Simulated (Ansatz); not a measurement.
**Mg on Al(111): change of the work function**

How does Mg on the fcc site change the work function of Al(111) as the layer fills?

Main program and level: Ansatz 0.2.0; plane-wave DFT, PBE, Ansatz PAW.

This is a report of a sequence of runs, with the program logs left out and the cost of each run kept.

## Step 1: Starting point

The cell holds 4 atoms: 4 Al. Its edges and angles: a = 2.864 Å, b = 2.864 Å, c = 25.015 Å, α = 90.0°, β = 90.0°, γ = 60.0°. Vacuum lies along c.

## Step 2: The clean slab

The bare slab comes first, as the zero from which every change is counted. The two lowest layers are held at bulk places and the upper ones relax. The dipole correction removes the false field that a one-sided slab makes across the periodic vacuum, so each face gets a flat vacuum level of its own.

File input.yaml:

```yaml
crystal:
  lattice:
    - [2.8637824638, 0.0, 0.0]
    - [1.4318912319, 2.4801083646, 0.0]
    - [0.0, 0.0, 25.0148057707]
  atoms:
    - { symbol: Al, position: [0.0, 0.0, 0.3597869231] }
    - { symbol: Al, position: [0.3333333333, 0.3333333333, 0.4532623077] }
    - { symbol: Al, position: [0.6666666667, 0.6666666667, 0.5467376923] }
    - { symbol: Al, position: [0.0, 0.0, 0.6402130769] }
kpoints:
  mp_grid: { grid: [12, 12, 1] }
hamiltonian:
  xc: pbe
scf:
  occupations: { method: fermi_dirac, width: 0.1 }
  convergence: { dr2_threshold: 1.0e-08 }
efield:
  axis: 3
  dipole_correction: true
  ramp_position: 0.97
  ramp_width: 0.06
relax:
  f_tol: 0.02
  max_steps: 60
  constraints: [{ sites: [0, 1] }]
output:
  write_potential: true
  write_density: true
  volumetric_format: npy
```

Started as:

```bash
$ ansatz run input.yaml --threads 2 --pin off --max-ram 4096MiB --backend cpu --events-out ev --progress --plain --runs-dir out
```

Run time: 5.3 s. Hardware: 2 threads of Arm Neoverse V1, shared host; peak memory 0.35 GiB; 10 s of CPU time.

The steps of the relaxation:

```
step  energy less that of the first step (eV)  largest force component (eV/Å)
   1                                   0.0000                          0.1320
   2                                  -0.0031                          0.0570
   3                                  -0.0034                          0.0024
```

Forces are held to the 6 operations that the program found; a distortion that breaks them can't arise in this run.

The atoms that moved most (Å):

```
atom     dx     dy      dz  length
 Al4  0.000  0.000  -0.057   0.057
 Al3  0.000  0.000  -0.053   0.053
```

Final coordinates:

```xyz
4
Lattice="2.8638 0.0000 0.0000 1.4319 2.4801 0.0000 0.0000 0.0000 25.0148" Properties=species:S:1:pos:R:3
Al    0.0000    0.0000    9.0000
Al    1.4319    0.8267   11.3383
Al    2.8638    1.6534   13.6240
Al    0.0000    0.0000   15.9575
```

This step gave:

* energy at zero smearing: -2149.2508 eV
* work function, upper face: 4.021 eV
* dipole along the normal: -7.20e-5 e·Å

Running mean over 2.338 Å of the planar mean; the ramp of the sawtooth is left out. Table of electron's electrostatic potential energy less the Fermi level by z:

| z (Å) | electron's electrostatic potential energy less the Fermi level (eV) |
| --- | --- |
| 3.5 | 4.02 |
| 4.0 | 4.02 |
| 4.5 | 4.02 |
| 5.0 | 4.01 |
| 5.5 | 3.99 |
| 6.0 | 3.92 |
| 6.5 | 3.69 |
| 7.0 | 2.91 |
| 7.5 | 0.996 |
| 8.0 | -1.37 |
| 8.5 | -3.48 |
| 9.0 | -4.40 |
| 9.5 | -4.56 |
| 10.0 | -4.58 |
| 10.5 | -4.60 |
| 11.0 | -4.61 |
| 11.5 | -4.65 |
| 12.0 | -4.78 |
| 12.5 | -4.81 |
| 13.0 | -4.77 |
| 13.5 | -4.65 |
| 14.0 | -4.62 |
| 14.5 | -4.62 |
| 15.0 | -4.59 |
| 15.5 | -4.56 |
| 16.0 | -4.37 |
| 16.5 | -3.33 |
| 17.0 | -1.17 |
| 17.5 | 1.19 |
| 18.0 | 3.02 |
| 18.5 | 3.72 |
| 19.0 | 3.93 |
| 19.5 | 3.99 |
| 20.0 | 4.01 |
| 20.5 | 4.02 |
| 21.0 | 4.02 |
| 21.5 | 4.02 |

The relaxation took 3 steps and lowered the energy by 0.0034 eV; the largest force on the free atoms ends at 0.0024 eV/Å.

The work function of the upper face is 4.02 eV.

## Step 3: The covered slab, k-mesh 4×4×1, coverage 0.111 ML

System of this step: Mg/Al(111). The cell holds 37 atoms: 36 Al and 1 Mg. Its edges and angles: a = 8.591 Å, b = 8.591 Å, c = 27.090 Å, α = 90.0°, β = 90.0°, γ = 60.0°. Vacuum lies along c.

The clean slab as it ended is repeated in the plane and the adsorbate is set on one face; the cell's size fixes the coverage, and the k-mesh shrinks with it to keep the sampling density about even. Adsorbate and upper layers relax, since the dipole depends on the height.

File input.yaml:

```yaml
crystal:
  lattice:
    - [8.5913473915, 0.0, 0.0]
    - [4.2956736957, 7.4403250937, 0.0]
    - [0.0, 0.0, 27.0902784954]
  atoms:
    - { symbol: Al, position: [0.0, 0.0, 0.3322224982] }
    - { symbol: Al, position: [0.1111111111, 0.1111111111, 0.4185364352] }
    - { symbol: Al, position: [0.2222222222, 0.2222222222, 0.5029095475] }
    - { symbol: Al, position: [0.0, 0.0, 0.5890493975] }
    - { symbol: Al, position: [0.0, 0.3333333333, 0.3322224982] }
    - { symbol: Al, position: [0.1111111111, 0.4444444444, 0.4185364352] }
    - { symbol: Al, position: [0.2222222222, 0.5555555556, 0.5029095475] }
    - { symbol: Al, position: [0.0, 0.3333333333, 0.5890493975] }
[... 25 atom lines left out ...]
    - { symbol: Al, position: [0.7777777778, 0.7777777778, 0.4185364352] }
    - { symbol: Al, position: [0.8888888889, 0.8888888889, 0.5029095475] }
    - { symbol: Al, position: [0.6666666667, 0.6666666667, 0.5890493975] }
    - { symbol: Mg, position: [0.1111111111, 0.1111111111, 0.6677775018] }
kpoints:
  mp_grid: { grid: [4, 4, 1] }
hamiltonian:
  xc: pbe
scf:
  occupations: { method: fermi_dirac, width: 0.1 }
  convergence: { dr2_threshold: 1.0e-08 }
efield:
  axis: 3
  dipole_correction: true
  ramp_position: 0.97
  ramp_width: 0.06
relax:
  f_tol: 0.02
  max_steps: 60
  constraints:
    - { sites: [0, 1, 4, 5, 8, 9, 12, 13, 16, 17, 20, 21, 24, 25, 28, 29, 32, 33] }
output:
  write_potential: true
  write_density: true
  volumetric_format: npy
```

The job ended after 2.3 min (2 threads; peak memory 2.1 GiB).

Relaxation path:

```csv
step,energy less that of the first step (eV),largest force component (eV/Å)
1,0.0000,0.9067
2,-0.1085,0.0926
3,-0.1105,0.0319
4,-0.1107,0.0033
```

The run keeps the 6 symmetry operations that the program found, so distortions that break them were not tested.

The atoms that moved most (Å):

```
atom      dx      dy      dz  length
Mg37   0.000   0.000   0.174   0.174
 Al8   0.000   0.048  -0.012   0.049
Al16   0.042  -0.024  -0.012   0.049
 Al4  -0.042  -0.024  -0.012   0.049
Al12   0.001  -0.001  -0.026   0.026
Al28   0.000   0.001  -0.026   0.026
Al36  -0.001  -0.001  -0.026   0.026
Al23   0.000   0.000  -0.013   0.013
```

Final coordinates:

```xyz
37
Lattice="8.5913 0.0000 0.0000 4.2957 7.4403 0.0000 0.0000 0.0000 27.0903" Properties=species:S:1:pos:R:3
Al    0.0000    0.0000    9.0000
Al    1.4319    0.8267   11.3383
Al    2.8595    1.6510   13.6238
Al   -0.0416   -0.0240   15.9456
Al    1.4319    2.4801    9.0000
Al    2.8638    3.3068   11.3383
Al    4.2978    4.1323   13.6213
Al    1.4319    2.5281   15.9456
Al    2.8638    4.9602    9.0000
Al    4.2957    5.7869   11.3383
Al    5.7276    6.6185   13.6238
Al    2.8649    4.9596   15.9317
Al    2.8638    0.0000    9.0000
Al    4.2957    0.8267   11.3383
Al    5.7276    1.6559   13.6213
Al    2.9053   -0.0240   15.9456
Al    4.2957    2.4801    9.0000
Al    5.7276    3.3068   11.3383
Al    7.1573    4.1323   13.6213
Al    4.2940    2.4791   15.9666
Al    5.7276    4.9602    9.0000
Al    7.1595    5.7869   11.3383
Al    8.5917    6.6134   13.6109
Al    5.7276    4.9622   15.9666
Al    5.7276    0.0000    9.0000
Al    7.1595    0.8267   11.3383
Al    8.5956    1.6510   13.6238
Al    5.7276    0.0013   15.9317
Al    7.1595    2.4801    9.0000
Al    8.5913    3.3068   11.3383
Al   10.0232    4.1339   13.6109
Al    7.1611    2.4791   15.9666
Al    8.5913    4.9602    9.0000
Al   10.0232    5.7869   11.3383
Al   11.4548    6.6134   13.6109
Al    8.5902    4.9596   15.9317
Mg    1.4319    0.8267   18.2645
```

Read from the output:

| Property | Result |
| --- | --- |
| energy at zero smearing | -21266.4933 eV |
| work function, upper face | 3.540 eV |
| work function, lower face | 3.977 eV |
| dipole along the normal | 0.1544 e·Å |
| step between the vacuum levels | -0.4372 eV |

Running mean over 2.338 Å of the planar mean; the ramp of the sawtooth is left out. The electron's electrostatic potential energy less the Fermi level by z:

```csv
z (Å),electron's electrostatic potential energy less the Fermi level (eV)
3.5,3.98
4.0,3.98
4.5,3.98
5.0,3.97
5.5,3.95
6.0,3.89
6.5,3.66
7.0,2.88
7.5,0.981
8.0,-1.38
8.5,-3.48
9.0,-4.40
9.5,-4.56
10.0,-4.58
10.5,-4.60
11.0,-4.61
11.5,-4.66
12.0,-4.80
12.5,-4.83
13.0,-4.79
13.5,-4.65
14.0,-4.63
14.5,-4.63
15.0,-4.61
15.5,-4.57
16.0,-4.38
16.5,-3.43
17.0,-1.62
17.5,0.262
18.0,1.77
18.5,2.32
19.0,2.58
19.5,2.96
20.0,3.30
20.5,3.45
21.0,3.51
21.5,3.53
22.0,3.54
22.5,3.54
23.0,3.54
23.5,3.54
```

The relaxation took 4 steps and lowered the energy by 0.11 eV; the largest force on the free atoms ends at 0.0033 eV/Å.

The covered face has 3.54 eV, -0.48 eV against the clean one; the bare back face has moved by -0.04 eV, a measure of how thin the slab is.

## Step 4: Adsorbate added, k-mesh 6×6×1, coverage 0.25 ML

System of this step: Mg/Al(111). The cell holds 17 atoms: 16 Al and 1 Mg. Cell: a = 5.728 Å, b = 5.728 Å, c = 27.090 Å, α = 90.0°, β = 90.0°, γ = 60.0°. Vacuum lies along c.

Another coverage, to see how the dipoles act on each other as their distance changes.

File input.yaml:

```yaml
crystal:
  lattice:
    - [5.7275649276, 0.0, 0.0]
    - [2.8637824638, 4.9602167292, 0.0]
    - [0.0, 0.0, 27.0902784954]
  atoms:
    - { symbol: Al, position: [0.0, 0.0, 0.3322224982] }
    - { symbol: Al, position: [0.1666666667, 0.1666666667, 0.4185364352] }
    - { symbol: Al, position: [0.3333333333, 0.3333333333, 0.5029095475] }
    - { symbol: Al, position: [0.0, 0.0, 0.5890493975] }
    - { symbol: Al, position: [0.0, 0.5, 0.3322224982] }
    - { symbol: Al, position: [0.1666666667, 0.6666666667, 0.4185364352] }
    - { symbol: Al, position: [0.3333333333, 0.8333333333, 0.5029095475] }
    - { symbol: Al, position: [0.0, 0.5, 0.5890493975] }
    - { symbol: Al, position: [0.5, 0.0, 0.3322224982] }
    - { symbol: Al, position: [0.6666666667, 0.1666666667, 0.4185364352] }
    - { symbol: Al, position: [0.8333333333, 0.3333333333, 0.5029095475] }
    - { symbol: Al, position: [0.5, 0.0, 0.5890493975] }
    - { symbol: Al, position: [0.5, 0.5, 0.3322224982] }
    - { symbol: Al, position: [0.6666666667, 0.6666666667, 0.4185364352] }
    - { symbol: Al, position: [0.8333333333, 0.8333333333, 0.5029095475] }
    - { symbol: Al, position: [0.5, 0.5, 0.5890493975] }
    - { symbol: Mg, position: [0.1666666667, 0.1666666667, 0.6677775018] }
kpoints:
  mp_grid: { grid: [6, 6, 1] }
hamiltonian:
  xc: pbe
scf:
  occupations: { method: fermi_dirac, width: 0.1 }
  convergence: { dr2_threshold: 1.0e-08 }
efield:
  axis: 3
  dipole_correction: true
  ramp_position: 0.97
  ramp_width: 0.06
relax:
  f_tol: 0.02
  max_steps: 60
  constraints: [{ sites: [0, 1, 4, 5, 8, 9, 12, 13] }]
output:
  dos: { projected: true, e_range: [-8, 4] }
  write_potential: true
  write_density: true
  volumetric_format: npy
  elf: true
```

Elapsed: 46 s, on 2 threads; peak memory 0.91 GiB; 90 s of CPU time.

Step by step:

| step | energy less that of the first step (eV) | largest force component (eV/Å) |
| --- | --- | --- |
| 1 | 0.0000 | 1.0295 |
| 2 | -0.1244 | 0.1422 |
| 3 | -0.1294 | 0.0458 |
| 4 | -0.1298 | 0.0033 |

The run keeps the 6 symmetry operations that the program found, so distortions that break them were not tested.

The atoms that moved most (Å):

```
atom      dx      dy      dz  length
Mg17   0.000   0.000   0.240   0.240
Al16   0.000   0.000   0.077   0.077
 Al4  -0.015  -0.009  -0.013   0.021
Al12   0.015  -0.009  -0.013   0.021
 Al8   0.000   0.017  -0.013   0.021
```

Final coordinates:

```
Al Mg
1.0
     5.72756    0.00000    0.00000
     2.86378    4.96022    0.00000
     0.00000    0.00000   27.09028
Al Mg
16 1
Direct
  0.00000 0.00000 0.33222
  0.16667 0.16667 0.41854
  0.33346 0.33346 0.50303
  0.99826 0.99826 0.58858
  0.00000 0.50000 0.33222
  0.16667 0.66667 0.41854
  0.33346 0.83309 0.50303
  0.99826 0.50347 0.58858
  0.50000 0.00000 0.33222
  0.66667 0.16667 0.41854
  0.83309 0.33346 0.50303
  0.50347 0.99826 0.58858
  0.50000 0.50000 0.33222
  0.66667 0.66667 0.41854
  0.83333 0.83333 0.50281
  0.50000 0.50000 0.59190
  0.16667 0.16667 0.67662
```

Numbers from this step:

* energy at zero smearing: -10520.2608 eV
* work function, upper face: 3.420 eV
* work function, lower face: 3.990 eV
* dipole along the normal: 0.08957 e·Å
* step between the vacuum levels: -0.5705 eV

The density of states has structure finer than the step of the table below, so its rows give means over 0.25 eV. Peaks (eV: height): -4.690: 15.1, -3.250: 18.6, -2.980: 32.0, -1.740: 14.0, -1.650: 16.8, 0.510: 14.4, 1.350: 16.0.

Table of density of states by energy, zero at the Fermi level; means over each step:

energy (eV), density of states (states/eV a cell) and a bar from the least value:
```
    -7.75        4.3 ########
    -7.50        4.5 #########
    -7.25        3.3 ####
    -7.00        3.0 ###
    -6.75        2.5 #
    -6.50        5.6 #############
    -6.25        4.7 #########
    -6.00        5.1 ###########
    -5.75        3.3 ####
    -5.50        3.9 #######
    -5.25        4.4 ########
    -5.00        6.0 ##############
    -4.75        9.8 ############################
    -4.50        2.1 
    -4.25        2.8 ##
    -4.00        5.5 ############
    -3.75        8.0 #####################
    -3.50        6.2 ###############
    -3.25        6.4 ################
    -3.00        8.5 #######################
    -2.75        5.9 #############
    -2.50        7.8 ####################
    -2.25        5.7 #############
    -2.00        4.1 #######
    -1.75        9.1 #########################
    -1.50        5.4 ############
    -1.25        7.0 ##################
    -1.00        7.3 ###################
    -0.75        7.3 ###################
    -0.50        9.9 ############################
    -0.25        7.9 #####################
     0.00        6.3 ###############
     0.25        7.0 ##################
     0.50       10.4 ##############################
     0.75        8.7 ########################
     1.00        7.8 #####################
     1.25        8.7 ########################
     1.50        7.7 ####################
     1.75        6.6 ################
```

Projected DOS per atom over height of the atomic layer and energy from the Fermi level. Layers: Al4 Al4 Al4 Al4 Mg from below.

Values in states/eV, 22 rows by 5 columns, each cell a mean:
```
0.38 0.29 0.32 0.39 0.02
0.45 0.41 0.45 0.44 0.20
0.50 0.42 0.38 0.52 0.45
0.52 0.41 0.41 0.55 0.59
0.44 0.34 0.32 0.46 0.22
0.54 0.39 0.42 0.60 0.76
0.40 0.40 0.41 0.44 0.58
0.36 0.32 0.33 0.38 0.32
0.47 0.33 0.33 0.48 0.14
0.40 0.34 0.34 0.43 0.09
0.37 0.46 0.46 0.38 0.12
0.35 0.28 0.28 0.36 0.12
0.48 0.41 0.40 0.51 0.08
0.23 0.23 0.24 0.25 0.04
0.31 0.36 0.36 0.34 0.04
0.42 0.31 0.31 0.45 0.04
0.22 0.20 0.20 0.24 0.03
0.25 0.28 0.28 0.27 0.02
0.29 0.34 0.33 0.31 0.02
0.16 0.18 0.18 0.17 0.01
0.20 0.25 0.25 0.21 0.01
0.23 0.28 0.27 0.24 0.02
```
Columns: height of the atomic layer (Å) from 9 to 18.3; rows upwards: energy from the Fermi level (eV) from -7.96 to 1.95.

Electrostatic potential energy in the ca plane at fractional y = 0.167, with atoms of Al and Mg within 0.2 Å of it. With pseudopotentials it is smooth inside the atoms' cores, unlike the true potential.

Ten even steps from '0' (-18 eV) to '9' (4 eV), each cell a mean:
```
25788777886313577422578877788999999999999999
25788777886313577422578999999999999999999999
56775223677545788655689999999999999999999999
78861110378777898877899999999999999999999999
88740452168888999888899999999999999999999999
88850241268888899888899999999999999999999999
67863001577666788766789999999999999999999999
36787556787434677533579999999999999999999999
25788777886312577422478888889999999999999999
36787556787434677533578765678999999999999999
67863001577666788766787521147899999999999999
88850241268888899888887200016899999999999999
88840452168888999988886200015899999999999999
78861110378777898877887300026899999999999999
56775223677545788655688643467899999999999999
```
Columns run along c (16.0 Å, from fractional 0.34 to 0.93 of the cell; values clipped at the 3rd and 97th percentile), rows up along a (5.7 Å). Atoms in or near the plane, at fractional coordinates: Al at (0.42, 0.17), Al at (0.42, 0.67), Mg at (0.68, 0.17).

ELF in the ca plane at fractional y = 0.167, with atoms of Al and Mg within 0.2 Å of it. It is the smooth field of the valence electrons, not physical close to the nuclei.

Values, 8 rows by 16 columns, each cell a mean:
```
0.51 0.52 0.57 0.50 0.52 0.62 0.57 0.63 0.51 0.50 0.83 0.71 0.25 0.02 0.00 0.00
0.56 0.52 0.39 0.58 0.58 0.47 0.55 0.65 0.34 0.26 0.28 0.12 0.02 0.00 0.00 0.00
0.53 0.38 0.14 0.61 0.53 0.29 0.46 0.60 0.23 0.06 0.02 0.01 0.00 0.00 0.00 0.00
0.55 0.52 0.36 0.58 0.58 0.45 0.54 0.65 0.33 0.23 0.25 0.10 0.01 0.00 0.00 0.00
0.51 0.52 0.57 0.50 0.52 0.62 0.57 0.63 0.51 0.52 0.82 0.68 0.22 0.02 0.00 0.00
0.56 0.52 0.39 0.58 0.58 0.46 0.55 0.61 0.30 0.20 0.65 0.94 0.63 0.10 0.00 0.00
0.54 0.39 0.14 0.61 0.53 0.27 0.44 0.53 0.25 0.34 0.46 0.97 0.75 0.16 0.00 0.00
0.56 0.52 0.36 0.58 0.59 0.44 0.54 0.61 0.28 0.21 0.63 0.95 0.64 0.10 0.00 0.00
```
Columns run along c (16.0 Å, from fractional 0.34 to 0.93 of the cell), rows up along a (5.7 Å). Atoms in or near the plane, at fractional coordinates: Al at (0.42, 0.17), Al at (0.42, 0.67), Mg at (0.68, 0.17).

Valence density in the ca plane at fractional y = 0.167, with atoms of Al and Mg within 0.2 Å of it. It is the smooth field of the valence electrons, not physical close to the nuclei.

Values in e/Å³, 8 rows by 16 columns, each cell a mean:
```
 0  0  0  0  0  0  0  0  0  0  0  0  0  0  0  0
 0  0  0  0  0  0  0  0  0  0  0  0  0  0  0  0
 0  0  0  0  0  0  0  0  0  0  0  0  0  0  0  0
 0  0  0  0  0  0  0  0  0  0  0  0  0  0  0  0
 0  0  0  0  0  0  0  0  0  0  0  0  0  0  0  0
 0  0  0  0  0  0  0  0  0  1  0  0  0  0  0  0
 0  0  0  0  0  0  0  0  2 13  0  0  0  0  0  0
 0  0  0  0  0  0  0  0  0  2  0  0  0  0  0  0
```
Columns run along c (16.0 Å, from fractional 0.34 to 0.93 of the cell), rows up along a (5.7 Å). Atoms in or near the plane, at fractional coordinates: Al at (0.42, 0.17), Al at (0.42, 0.67), Mg at (0.68, 0.17).

The relaxation took 4 steps and lowered the energy by 0.13 eV; the largest force on the free atoms ends at 0.0033 eV/Å.

By hand: a sheet of dipoles makes a step −p/(ε₀A) in the electron's potential. With e/ε₀ = 180.95 V·Å, p = 0.08957 e·Å and A = 28.41 Å², that is −180.95 × (0.08957) / 28.41 = -0.570 eV, and the two vacuum levels of the run differ by -0.570 eV.

The covered face has 3.42 eV, -0.60 eV against the clean one; the bare back face has moved by -0.03 eV, a measure of how thin the slab is.

## Step 5: The covered slab, k-mesh 6×6×1, coverage 0.5 ML

System of this step: Mg/Al(111). The cell holds 18 atoms: 16 Al and 2 Mg. Its edges and angles: a = 5.728 Å, b = 5.728 Å, c = 27.090 Å, α = 90.0°, β = 90.0°, γ = 60.0°. Vacuum lies along c.

input.yaml, as its differences from that of step 4:

```diff
@@ -23,2 +23,3 @@
     - { symbol: Mg, position: [0.1666666667, 0.1666666667, 0.6677775018] }
+    - { symbol: Mg, position: [0.6666666667, 0.1666666667, 0.6677775018] }
 kpoints:
```

Wall time 2 min (2 threads); peak memory 1.1 GiB; 3.9 min of CPU time.

(Continued in part 2 of 2.)

[Long decimals in the printed logs are rounded to 6 places.]

[Logs are printed without paths, hosts, clocks, repeated set-up lines and the standing remarks that a program may print on its own settings, such as how far it seeks lower states.]

[Hosts, paths, dates, database ids (printed as entryN), source tags and the programs' standing remarks are cut or masked in the printed files.]

[Maps of the electrostatic potential energy from Ansatz leave out the sawtooth potential of an applied field or a dipole correction, so their vacuum need not be flat; planar profiles and work functions include it.]

[The density of states shown here was stored with 400 of the rows of the run's finer table, so its peaks can read low, often by over a quarter, or be missed, and its means over a window can be off by a tenth or more.]
